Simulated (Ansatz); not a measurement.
Planning a run of Ansatz 0.2.0 on Te3As2 (Kalgoorlieite). The input:

```yaml
crystal:
  lattice:
    - [7.17865, -2.00995, 0.0]
    - [7.17865, 2.00995, 0.0]
    - [-0.8811692412, 0.0, 9.859702925]
  atoms:
    - { symbol: Te, position: [0.0289, 0.0289, 0.2868] }
    - { symbol: Te, position: [0.9711, 0.9711, 0.7132] }
    - { symbol: Te, position: [0.7777, 0.7777, 0.339] }
    - { symbol: Te, position: [0.2223, 0.2223, 0.661] }
    - { symbol: Te, position: [0.3744, 0.3744, 0.0355] }
    - { symbol: Te, position: [0.6256, 0.6256, 0.9645] }
    - { symbol: As, position: [0.2026, 0.2026, 0.1408] }
    - { symbol: As, position: [0.7974, 0.7974, 0.8592] }
    - { symbol: As, position: [0.6133, 0.6133, 0.4406] }
    - { symbol: As, position: [0.3867, 0.3867, 0.5594] }
kpoints:
  mp_grid: { grid: [6, 6, 2] }
  band_path:
    path:
      - [0.0, 0.0, 0.0]
      - [-0.26975513, 0.26975513, 0.0]
      - [-0.73024487, -0.26975513, 0.0]
      - [-0.5, -0.5, 0.0]
      - [-0.5, -0.5, 0.5]
      - [-0.73279539, -0.26720461, 0.5]
      - [-0.26720461, 0.26720461, 0.5]
      - [0.0, 0.0, 0.5]
      - [-0.592097948, -0.407902052, 0.0]
      - [0.0, 0.0, 0.3]
    npoints: 1
hamiltonian:
  xc: lda
scf:
  occupations: { method: fermi_dirac, width: 0.02 }
  n_extra_bands: 14
magnetization:
  noncollinear: true
  spin_orbit: true
output:
  eigenvalues: true
  write_density: true
  write_potential: true
  elf: true
  volumetric_format: npy
```

```sh
ansatz run input.yaml --threads 3 --pin off --max-ram 92160MiB --backend cuda --events-out ev --progress --plain --runs-dir out --devices 1 --max-vram 13GiB
```

Question: Estimate wall time and host memory on 1 × NVIDIA H100 80GB HBM3 (shared by 6 runs) with 3 threads of AMD EPYC 7R13 (Zen 3), shared host.

It took 18 s; on shared hardware allow 8.9 s to 36 s. Peak host memory was 2.1 GiB. The sizes that set the cost: 5571 plane waves a state, 26 irreducible k points and 9 SCF cycles.

[Paths, hosts, dates, memory and timing lines, banners, echoed tables and standing remarks are left out of the program output.]

[Logs are printed without paths, hosts, clocks, repeated set-up lines and the standing remarks that a program may print on its own settings, such as how far it seeks lower states.]

[Runs of the session that timed out or met a known fault of the program may be left out.]

[Cells called generated may have been cut or substituted from an entry of the Crystallography Open Database or the Materials Project.]

[Hosts, paths, dates, database ids (printed as entryN), source tags and the programs' standing remarks are cut or masked in the printed files.]
